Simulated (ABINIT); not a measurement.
# RbCaH3 (Pm-3m): G0W0 with ABINIT, start to end

How does a plane-wave GW calculation on RbCaH3 (Pm-3m) run from the first input to the gap?

Program: ABINIT 10.8.3. Level of theory: LDA and many-body steps on it, plane waves. Results are calculated unless marked as measured.

## 1. Starting point

The structure is cubic, space group Pm-3m (No. 221). The conventional cell has a = 4.547 Å, b = 4.547 Å, c = 4.547 Å, α = 90.00°, β = 90.00°, γ = 90.00°. Rb has 12 H at 3.22 Å nearest. Nearest to Ca lie 6 H at 2.27 Å. Nearest to H lie 2 Ca at 2.27 Å and 8 H at 3.22 Å and 4 Rb at 3.22 Å. Farther neighbours are not listed.

The cell and positions come from the Crystallography Open Database and are kept as given unless a step says otherwise.

## 2. Ground state

This step: ABINIT 10.8.3; DFT, LDA, plane waves, norm-conserving pseudopotentials.

The ground-state density comes first.

The input, run.abi:

```
acell 3*1.0 Angstrom
rprim 
  4.547000000000 0.000000000000 0.000000000000
  0.000000000000 4.547000000000 0.000000000000
  0.000000000000 0.000000000000 4.547000000000
ntypat 3
znucl 37 20 1
natom 5
typat 1 2 3 3 3
xred 
  0.000000000000 0.000000000000 0.000000000000
  0.500000000000 0.500000000000 0.500000000000
  0.000000000000 0.500000000000 0.500000000000
  0.500000000000 0.000000000000 0.500000000000
  0.500000000000 0.500000000000 0.000000000000
pp_dirpath "pseudos"
pseudos "Rb.upf, Ca.upf, H.upf"
ecut 31
ngkpt 4 4 4
nshiftk 1
shiftk 0 0 0
kptopt 1
chksymbreak 0
nband 17
occopt 1
tolvrs 1e-10
nstep 60
prtwf 0
optforces 0
optstress 0
indata_prefix "in"
outdata_prefix "out"
tmpdata_prefix "tmp"
```

On the command line:

```console
> OMP_NUM_THREADS=1 mpirun -n 4 abinit run.abi > log
```

Numbers of over 12 decimals in the logs are rounded to 6 here.

Output:

```text
.Version 10.8.3 of ABINIT. v10.8.2 released Aug 2026.

 Symmetries : space group Pm -3 m (#221); Bravais cP (primitive cubic)
================================================================================
 Values of the parameters that define the memory need of the present run
     intxc =       0    ionmov =       0      iscf =       7    lmnmax =       6
     lnmax =       6     mgfft =      45  mpssoang =       3    mqgrid =    3001
     natom =       5  nloc_mem =       1    nspden =       1   nspinor =       1
    nsppol =       1      nsym =      48    n1xccc =    2501    ntypat =       3
    occopt =       1   xclevel =       1
-    mband =          17        mffmem =           1         mkmem =           3
       mpw =        5244          nfft =       91125          nkpt =          10
================================================================================
  Rough estimation (10% accuracy) of disk space for files :
================================================================================

--------------------------------------------------------------------------------
------------- Echo of variables that govern the present computation ------------
--------------------------------------------------------------------------------
 -outvars: echo values of preprocessed input variables --------
            acell      1.8897261259E+00  1.8897261259E+00  1.8897261259E+00 Bohr

      chksymbreak           0
             ecut      3.10000000E+01 Hartree
-          fftalg         312

              ixc       -1012
              kpt      0.00000000E+00  0.00000000E+00  0.00000000E+00
                       2.50000000E-01  0.00000000E+00  0.00000000E+00
                       5.00000000E-01  0.00000000E+00  0.00000000E+00
                       2.50000000E-01  2.50000000E-01  0.00000000E+00
                       5.00000000E-01  2.50000000E-01  0.00000000E+00
                       5.00000000E-01  5.00000000E-01  0.00000000E+00
                       2.50000000E-01  2.50000000E-01  2.50000000E-01
                       5.00000000E-01  2.50000000E-01  2.50000000E-01
                       5.00000000E-01  5.00000000E-01  2.50000000E-01
                       5.00000000E-01  5.00000000E-01  5.00000000E-01
         kptrlatt        4    0    0      0    4    0      0    0    4
          kptrlen      3.43703388E+01
P           mkmem           3
            natom           5
            nband          17
            ngfft          45      45      45
             nkpt          10
            nstep          60
             nsym          48
           ntypat           3
              occ      2.000000  2.000000  2.000000  2.000000  2.000000  2.000000
                       2.000000  2.000000  2.000000  2.000000  2.000000  0.000000
                       0.000000  0.000000  0.000000  0.000000  0.000000
        optforces           0
        optstress           0
            prtwf           0
            rprim      4.5470000000E+00  0.0000000000E+00  0.0000000000E+00
                       0.0000000000E+00  4.5470000000E+00  0.0000000000E+00
[...]
spgroup         221

           tolvrs      1.00000000E-10

             xred      0.0000000000E+00  0.0000000000E+00  0.0000000000E+00
[...]
znucl       37.00000   20.00000    1.00000

================================================================================

 chkinp: Checking input parameters for consistency.

================================================================================
== DATASET  1 ==================================================================
-   mpi_nproc: 4, omp_nthreads: 1 (-1 if OMP is not activated)

--- !DatasetInfo
iteration_state: {dtset: 1, }
dimensions: {natom: 5, nkpt: 10, mband: 17, nsppol: 1, nspinor: 1, nspden: 1, mpw: 5244, }
cutoff_energies: {ecut:  31.0, pawecutdg:  -1.0, }
electrons: {nelect:   2.20000000E+01, charge:   0.00000000E+00, occopt:   1.00000000E+00, tsmear:   1.00000000E-02, }

 Real(R)+Recip(G) space primitive vectors, cartesian coordinates (Bohr,Bohr^-1):
 R(1)=  8.5925847  0.0000000  0.0000000  G(1)=  0.1163794  0.0000000  0.0000000
 R(2)=  0.0000000  8.5925847  0.0000000  G(2)=  0.0000000  0.1163794  0.0000000
 R(3)=  0.0000000  0.0000000  8.5925847  G(3)=  0.0000000  0.0000000  0.1163794
 Unit cell volume ucvol=  6.3441211E+02 bohr^3
 Angles (23,13,12)=  9.00000000E+01  9.00000000E+01  9.00000000E+01 degrees

 getcut: wavevector=  0.0000  0.0000  0.0000  ngfft=  45  45  45
         ecut(hartree)=     31.000   => boxcut(ratio)=   2.04307

--- Pseudopotential description ------------------------------------------------
- Rb Generated using ONCVPSP code by D. R. Hamann
- 37.00000   9.00000  180309                  znucl, zion, pspdat
12 -1012 2 -1 2226                            pspcod,pspxc,lmax,lloc,mmax
     nproj     2     2     2
  pspatm : epsatm=   34.43095479
         --- l  ekb(1:nproj) -->
[...]
pspatm: atomic psp has been read  and splines computed

- Ca Generated using ONCVPSP code by D. R. Hamann
- 20.00000  10.00000  180309                  znucl, zion, pspdat
12 -1012 2 -1 1724                            pspcod,pspxc,lmax,lloc,mmax
     nproj     2     2     2
  pspatm : epsatm=   12.51424511
         --- l  ekb(1:nproj) -->
[...]
pspatm: atomic psp has been read  and splines computed

- H Generated using ONCVPSP code by D. R. Hamann
-  1.00000   1.00000  180309                  znucl, zion, pspdat
12 -1012 1 -1 1180                            pspcod,pspxc,lmax,lloc,mmax
     nproj     2     1     0
  pspatm : epsatm=    0.35439867
         --- l  ekb(1:nproj) -->
[...]
1   -0.275071
 pspatm: atomic psp has been read  and splines computed

   1.05618471E+03                                ecore*ucvol(ha*bohr**3)
--------------------------------------------------------------------------------

_setup2: Arith. and geom. avg. npw (full set) are    5232.297    5232.279

================================================================================

--- !BeginCycle
iteration_state: {dtset: 1, }
solver: {iscf: 7, nstep: 60, nline: 4, wfoptalg: 0, }
tolerances: {tolvrs: 1.00E-10, }

     iter   Etot(hartree)      deltaE(h)  residm     vres2
 ETOT  1  -67.507487728033    -6.751E+01 5.297E-02 2.520E+02
 ETOT  2  -67.577565480936    -7.008E-02 1.995E-02 2.932E+01
 ETOT  3  -67.579504985599    -1.940E-03 6.594E-02 6.108E+00
 ETOT  4  -67.579807081556    -3.021E-04 1.327E-03 1.256E-01
 ETOT  5  -67.579818444908    -1.136E-05 2.720E-04 2.940E-03
 ETOT  6  -67.579818808998    -3.641E-07 3.859E-04 1.409E-04
 ETOT  7  -67.579818825316    -1.632E-08 1.179E-04 1.209E-06
 ETOT  8  -67.579818825475    -1.588E-10 1.671E-04 1.747E-08
 ETOT  9  -67.579818825479    -3.709E-12 1.229E-04 3.715E-10
 ETOT 10  -67.579818825482    -3.098E-12 1.836E-04 1.571E-11

 At SCF step   10       vres2   =  1.57E-11 < tolvrs=  1.00E-10 =>converged.

--- !ResultsGS
iteration_state: {dtset: 1, }
comment   : Summary of ground state results
lattice_vectors:
- [  8.5925847,   0.0000000,   0.0000000, ]
- [  0.0000000,   8.5925847,   0.0000000, ]
- [  0.0000000,   0.0000000,   8.5925847, ]
lattice_lengths: [   8.59258,    8.59258,    8.59258, ]
lattice_angles: [ 90.000,  90.000,  90.000, ] # degrees, (23, 13, 12)
lattice_volume:   6.3441211E+02
convergence: {deltae: -3.098E-12, res2:  1.571E-11, residm:  1.836E-04, diffor:  0.000E+00, }
etotal    :  -6.75798188E+01
entropy   :   0.00000000E+00
fermie    :  -6.52540829E-03
cartesian_stress_tensor: null
pressure_GPa: null
xred      :
- [  0.0000E+00,   0.0000E+00,   0.0000E+00, Rb]
- [  5.0000E-01,   5.0000E-01,   5.0000E-01, Ca]
- [  0.0000E+00,   5.0000E-01,   5.0000E-01,  H]
- [  5.0000E-01,   0.0000E+00,   5.0000E-01,  H]
- [  5.0000E-01,   5.0000E-01,   0.0000E+00,  H]
cartesian_forces: null
force_length_stats: {min: null, max: null, mean: null, }

 Integrated electronic density in atomic spheres:
 ------------------------------------------------
 Atom  Sphere_radius  Integrated_density
[...]
================================================================================

 ----iterations are completed or convergence reached----

 Mean square residual over all n,k,spin=   20.241E-07; max=  18.358E-05
 reduced coordinates (array xred) for    5 atoms
       0.000000000000      0.000000000000      0.000000000000
       0.500000000000      0.500000000000      0.500000000000
       0.000000000000      0.500000000000      0.500000000000
       0.500000000000      0.000000000000      0.500000000000
       0.500000000000      0.500000000000      0.000000000000
 rms dE/dt=  0.0000E+00; max dE/dt=  0.0000E+00; dE/dt below (all hartree)
    1       0.000000000000      0.000000000000      0.000000000000
    2       0.000000000000      0.000000000000      0.000000000000
    3       0.000000000000      0.000000000000      0.000000000000
    4       0.000000000000      0.000000000000      0.000000000000
    5       0.000000000000      0.000000000000      0.000000000000

 cartesian coordinates (angstrom) at end:
    1      0.000000     0.000000     0.000000
    2      2.273500     2.273500     2.273500
    3      0.000000     2.273500     2.273500
    4      2.273500     0.000000     2.273500
    5      2.273500     2.273500     0.000000
 length scales=  1.889726125908  1.889726125908  1.889726125908 bohr
              =  1.000000000000  1.000000000000  1.000000000000 angstroms
 prteigrs : about to open file out_EIG
 Fermi (or HOMO) energy (hartree) =  -0.00653   Average Vxc (hartree)=  -0.30501
 Eigenvalues (hartree) for nkpt=  10  k points:
 kpt#   1, nband= 17, wtk=  0.01563, kpt=  0.0000  0.0000  0.0000 (reduced coord)
  -1.41121   -0.93480   -0.72233   -0.72233   -0.72233   -0.34883   -0.34883   -0.34883
  -0.10962   -0.01995   -0.01995    0.21017    0.21017    0.21017    0.25867    0.25870
   0.26149
 prteigrs : prtvol=0 or 1, do not print more k-points.

--- !EnergyTerms
iteration_state     : {dtset: 1, }
comment             : Components of total free energy in Hartree
kinetic             :  2.20551731399626E+01
hartree             :  1.49536679153443E+01
xc                  : -1.52821203974081E+01
Ewald energy        : -4.11470160702013E+01
psp_core            :  1.66482431963364E+00
local_psp           : -5.15301489593946E+01
non_local_psp       :  1.70580122658158E+00
total_energy        : -6.75798188254818E+01
total_energy_eV     : -1.83894055249360E+03
band_energy         : -1.13147495156412E+01

== END DATASET(S) ==============================================================
================================================================================

 -outvars: echo values of variables after computation  --------
           etotal     -6.7579818825E+01
            nband          17
             nkpt          10
          spgroup         221
 [... the other variables as echoed above ...]

 Calculation completed.
```

Run time: 20 s. Hardware: 4 MPI ranks of Arm Neoverse N1, shared host; peak memory 0.32 GiB; 79 s of CPU time.

This step gave:

| Item | Value |
| --- | --- |
| total energy | -1838.9406 eV |
| gap | 2.932 eV |
| k of the valence top | 0.5, 0.5, 0 |
| k of the conduction bottom | 0.5, 0.5, 0 |
| least direct gap | 2.932 eV |

The gap is direct, at (0.500, 0.500, 0.000).

## 3. Empty states on the mesh, 2×2×2 mesh, 79 bands

The sums over transitions need many empty states on a uniform mesh; this step solves for them.

Changes to run.abi since step 2:

```diff
@@ -18,3 +18,3 @@
 ecut 31
-ngkpt 4 4 4
+ngkpt 2 2 2
 nshiftk 1
@@ -23,9 +23,10 @@
 chksymbreak 0
-nband 17
-occopt 1
-tolvrs 1e-10
+iscf -2
+irdden 1
+istwfk *1
+nband 79
+nbdbuf 6
+tolwfr 1e-09
 nstep 60
-prtwf 0
-optforces 0
-optstress 0
+prtvol 0
 indata_prefix "in"
```

Output:

```text
.Version 10.8.3 of ABINIT. v10.8.2 released Aug 2026.

 Symmetries : space group Pm -3 m (#221); Bravais cP (primitive cubic)
[... echo of the input left out ...]
== DATASET  1 ==================================================================
-   mpi_nproc: 4, omp_nthreads: 1 (-1 if OMP is not activated)

--- !DatasetInfo
iteration_state: {dtset: 1, }
dimensions: {natom: 5, nkpt: 4, mband: 79, nsppol: 1, nspinor: 1, nspden: 1, mpw: 5248, }
cutoff_energies: {ecut:  31.0, pawecutdg:  -1.0, }
electrons: {nelect:   2.20000000E+01, charge:   0.00000000E+00, occopt:   1.00000000E+00, tsmear:   1.00000000E-02, }

 Real(R)+Recip(G) space primitive vectors, cartesian coordinates (Bohr,Bohr^-1):
 R(1)=  8.5925847  0.0000000  0.0000000  G(1)=  0.1163794  0.0000000  0.0000000
 R(2)=  0.0000000  8.5925847  0.0000000  G(2)=  0.0000000  0.1163794  0.0000000
 R(3)=  0.0000000  0.0000000  8.5925847  G(3)=  0.0000000  0.0000000  0.1163794
 Unit cell volume ucvol=  6.3441211E+02 bohr^3
 Angles (23,13,12)=  9.00000000E+01  9.00000000E+01  9.00000000E+01 degrees

 getcut: wavevector=  0.0000  0.0000  0.0000  ngfft=  45  45  45
         ecut(hartree)=     31.000   => boxcut(ratio)=   2.04307

--- Pseudopotential description ------------------------------------------------
- Rb Generated using ONCVPSP code by D. R. Hamann
- 37.00000   9.00000  180309                  znucl, zion, pspdat
12 -1012 2 -1 2226                            pspcod,pspxc,lmax,lloc,mmax
     nproj     2     2     2
  pspatm : epsatm=   34.43095479
         --- l  ekb(1:nproj) -->
             0    9.016699   -0.508289
             1    3.217695   -0.387021
             2    1.152608   -1.054299
 pspatm: atomic psp has been read  and splines computed

- Ca Generated using ONCVPSP code by D. R. Hamann
- 20.00000  10.00000  180309                  znucl, zion, pspdat
12 -1012 2 -1 1724                            pspcod,pspxc,lmax,lloc,mmax
     nproj     2     2     2
  pspatm : epsatm=   12.51424511
         --- l  ekb(1:nproj) -->
[...]
pspatm: atomic psp has been read  and splines computed

- H Generated using ONCVPSP code by D. R. Hamann
-  1.00000   1.00000  180309                  znucl, zion, pspdat
12 -1012 1 -1 1180                            pspcod,pspxc,lmax,lloc,mmax
     nproj     2     1     0
  pspatm : epsatm=    0.35439867
         --- l  ekb(1:nproj) -->
[...]
1   -0.275071
 pspatm: atomic psp has been read  and splines computed

--------------------------------------------------------------------------------

================================================================================
 prteigrs : about to open file out_EIG
 Non-SCF case, kpt    1 (  0.00000  0.00000  0.00000), residuals and eigenvalues=
  2.80E-10  2.75E-10  1.50E-10  4.67E-10  5.94E-10  1.60E-10  5.46E-10  4.39E-10
  1.34E-10  1.60E-10  5.21E-10  1.80E-10  6.02E-10  5.24E-10  2.92E-10  4.67E-10
  7.77E-10  2.51E-10  8.44E-10  6.71E-10  3.28E-10  6.26E-10  1.43E-10  3.35E-10
[...]
5.02E-10  1.66E-05  5.26E-05  3.51E-08  1.26E-06  2.87E-05  2.36E-09
 -1.4112E+00 -9.3480E-01 -7.2233E-01 -7.2233E-01 -7.2233E-01 -3.4883E-01
 -3.4883E-01 -3.4883E-01 -1.0962E-01 -1.9952E-02 -1.9952E-02  2.1017E-01
  2.1017E-01  2.1017E-01  2.5867E-01  2.5867E-01  2.5867E-01  2.6152E-01
[...]
1.2615E+00  1.3787E+00  1.3787E+00  1.3787E+00  1.3832E+00  1.3832E+00
  1.3832E+00  1.4368E+00  1.4370E+00  1.4528E+00  1.4528E+00  1.4535E+00
  1.4566E+00
 prteigrs : prtvol=0 or 1, do not print more k-points.

--- !ResultsGS
iteration_state: {dtset: 1, }
comment   : Summary of ground state results
lattice_vectors:
- [  8.5925847,   0.0000000,   0.0000000, ]
- [  0.0000000,   8.5925847,   0.0000000, ]
- [  0.0000000,   0.0000000,   8.5925847, ]
lattice_lengths: [   8.59258,    8.59258,    8.59258, ]
lattice_angles: [ 90.000,  90.000,  90.000, ] # degrees, (23, 13, 12)
lattice_volume:   6.3441211E+02
convergence: {deltae:  0.000E+00, res2:  0.000E+00, residm:  9.977E-10, diffor:  0.000E+00, }
etotal    :  -6.75798188E+01
entropy   :   0.00000000E+00
fermie    :  -6.52540829E-03
cartesian_stress_tensor: null
pressure_GPa: null
xred      :
- [  0.0000E+00,   0.0000E+00,   0.0000E+00, Rb]
- [  5.0000E-01,   5.0000E-01,   5.0000E-01, Ca]
- [  0.0000E+00,   5.0000E-01,   5.0000E-01,  H]
- [  5.0000E-01,   0.0000E+00,   5.0000E-01,  H]
- [  5.0000E-01,   5.0000E-01,   0.0000E+00,  H]
cartesian_forces: null
force_length_stats: {min: null, max: null, mean: null, }

 Integrated electronic density in atomic spheres:
 ------------------------------------------------
 Atom  Sphere_radius  Integrated_density
[...]
================================================================================

 ----iterations are completed or convergence reached----

 Mean square residual over all n,k,spin=   48.459E-11; max=  99.767E-11
 reduced coordinates (array xred) for    5 atoms
[...]
0.500000000000      0.000000000000      0.500000000000
       0.500000000000      0.500000000000      0.000000000000

 cartesian coordinates (angstrom) at end:
    1      0.000000     0.000000     0.000000
    2      2.273500     2.273500     2.273500
    3      0.000000     2.273500     2.273500
    4      2.273500     0.000000     2.273500
    5      2.273500     2.273500     0.000000
 length scales=  1.889726125908  1.889726125908  1.889726125908 bohr
              =  1.000000000000  1.000000000000  1.000000000000 angstroms
 prteigrs : about to open file out_EIG
 Eigenvalues (hartree) for nkpt=   4  k points:
 kpt#   1, nband= 79, wtk=  0.12500, kpt=  0.0000  0.0000  0.0000 (reduced coord)
[...]
1.14571    1.17599    1.17599    1.21184    1.21184    1.21184    1.22343    1.22343
   1.22343    1.25332    1.26147    1.37865    1.37865    1.37865    1.38317    1.38317
   1.38317    1.43684    1.43701    1.45277    1.45279    1.45351    1.45661
 prteigrs : prtvol=0 or 1, do not print more k-points.

== END DATASET(S) ==============================================================
================================================================================

 -outvars: echo values of variables after computation  --------
            nband          79
             nkpt           4
          spgroup         221
 [... the other variables as echoed above ...]

 Calculation completed.
```

The job ended after 25 s (4 MPI ranks; peak memory 0.3 GiB; 1.7 min of CPU time).

Numbers from this step:

```yaml
gap: 2.932 eV
k_of_the_valence_top: 0.5, 0.5, 0
k_of_the_conduction_bottom: 0.5, 0.5, 0
least_direct_gap: 2.932 eV
k_points_computed: 4
lowest_point_of_the_top_converged_band_above_the_valence_top: 37.82 eV
```

On this mesh the gap is 2.932 eV.

(Part 1 of 2 ends here.)

[Paths, hosts, dates, memory and timing lines, banners, echoed tables and standing remarks are left out of the program output.]

[Logs are printed without paths, hosts, clocks, repeated set-up lines and the standing remarks that a program may print on its own settings, such as how far it seeks lower states.]

[Runs of the session that timed out or met a known fault of the program may be left out.]

[Hosts, paths, dates, database ids (printed as entryN), source tags and the programs' standing remarks are cut or masked in the printed files.]

[G0W0 gaps are taken among the corrected bands and points alone; a level outside them can change the order at an edge.]

[Where Ansatz stands beside ABINIT at settings called matched, ABINIT's density can come from a denser mesh and the files from another edition; pairs whose starting gaps differed by over 0.03 eV were left out, so agreement reads better than it is.]
